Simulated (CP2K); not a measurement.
Consider nitryl fluoride at its PBE geometry (Å).

```xyz
4

F    -1.1153   -0.7786    0.1272
N     0.1330    0.0911   -0.0144
O    -0.1438    1.2520   -0.0110
O     1.1261   -0.5645   -0.1017
```

Method: CP2K XAS_TDP, all-electron GAPW, PBEh(45%), aug-cc-pVTZ, TDA, GW2X-corrected core level, no relativity.

**Question.** Predict the bright core excitations at the O K edge.

Leading lines: O3 530.62 eV and O4 530.64 eV. The leading line of an atom is its first one with 35 % of the strongest within 2.5 eV of its lowest line over the strength cut. Core ionisation energies at this level: O3 539.42 and O4 539.43 eV.

The first six lines of each atom with a strength over 0.0015:

```
            atom  energy (eV)  states  strength, one atom  above the computed threshold
O3 (bonded to N)       530.62       1              0.0397                              
                       533.25       1              0.0238                              
                       537.51       1              0.0046                              
                       538.89       1              0.0350                              
                       539.08       1              0.0043                              
                       539.18       1              0.0056                              
O4 (bonded to N)       530.64       1              0.0396                              
                       533.24       1              0.0241                              
                       537.52       1              0.0045                              
                       538.90       1              0.0348                              
                       539.09       1              0.0043                              
                       539.19       1              0.0057
```

Lines are vertical, at one geometry, with no vibrational structure. GW2X ionisation energies and lines can be off by 1 to 2 eV either way, and a good line position may hide errors that cancel. These values hold no scalar relativity, about 0.4 eV for O 1s. Rydberg lines, and the discretised continuum above threshold, depend on the basis and the box.

[Banner, clock and machine lines of the logs are left out without a mark of their own.]

[Logs are printed without paths, hosts, clocks, repeated set-up lines and the standing remarks that a program may print on its own settings, such as how far it seeks lower states.]

[Hosts, paths, dates, database ids (printed as entryN), source tags and the programs' standing remarks are cut or masked in the printed files.]
